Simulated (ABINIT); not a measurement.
# Calculated records

```json
{"subject": "CsPbCl3 (R32): G0W0 with ABINIT, start to end", "lattice_ang": [[4.0032, 2.3112, 3.2956], [-4.0032, 2.3112, 3.2956], [0.0, -4.6224, 3.2956]], "atoms": [["Cs", 0.5, 0.5, 0.5], ["Pb", 0.0, 0.0, 0.0], ["Cl", 0.5, 0.0186, 0.9814], ["Cl", 0.0186, 0.9814, 0.5], ["Cl", 0.9814, 0.5, 0.0186]], "method": "RPA screening on PBEsol with spin-orbit coupling, plane waves, norm-conserving pseudopotentials (and 2 further levels or steps)", "program": "ABINIT 10.8.3", "settings_of_one_run": "cutoff 32 Ha, PseudoDojo fully relativistic 0.4 stringent, norm-conserving, ngkpt (2, 2, 2), nband 230, ecuteps 3.6 Ha, shiftk (0, 0, 0), symchi 1, awtr 1, frequency ppm, 2×2×2 k-mesh", "cost": "5 runs, 35 min in all on 4 MPI ranks of Arm Neoverse V1, shared host (the runs of this entry)", "notes": "The program’s warnings: Neglecting <n,k|[Vnl,iqr]|m,k>. The cell and positions are those that the Materials Project relaxed with its own functionals (PBE, PBE+U or r2SCAN), kept fixed. Limits: screening head approximate. Only 2 of the mesh’s irreducible points were corrected, so a valley elsewhere could overtake. Bands and cutoff are finite, so the gap is not at the basis limit. The miss can reach some tenths of an eV and take either sign; the mesh is an error of its own. The 2×2×2 mesh is coarse for this cell, which bears on the long-range parts of exchange and screening.", "results": {"pbesol_gap": "0.82 eV, indirect (only 1 meV under the direct gap)", "g0w0_gap_on_the_mesh": "2.17 eV", "gw_settings": "2×2×2 mesh, 230 bands, screening to 98 eV, Godby-Needs plasmon pole", "known_limits": "not at the basis limit; screening head approximate; coarse k mesh"}}
```

[Paths, hosts, dates, memory and timing lines, banners, echoed tables and standing remarks are left out of the program output.]

[Logs are printed without paths, hosts, clocks, repeated set-up lines and the standing remarks that a program may print on its own settings, such as how far it seeks lower states.]

[Runs of the session that timed out or met a known fault of the program may be left out.]

[Hosts, paths, dates, database ids (printed as entryN), source tags and the programs' standing remarks are cut or masked in the printed files.]

[G0W0 gaps are taken among the corrected bands and points alone; a level outside them can change the order at an edge.]

[Where Ansatz stands beside ABINIT at settings called matched, ABINIT's density can come from a denser mesh and the files from another edition; pairs whose starting gaps differed by over 0.03 eV were left out, so agreement reads better than it is.]
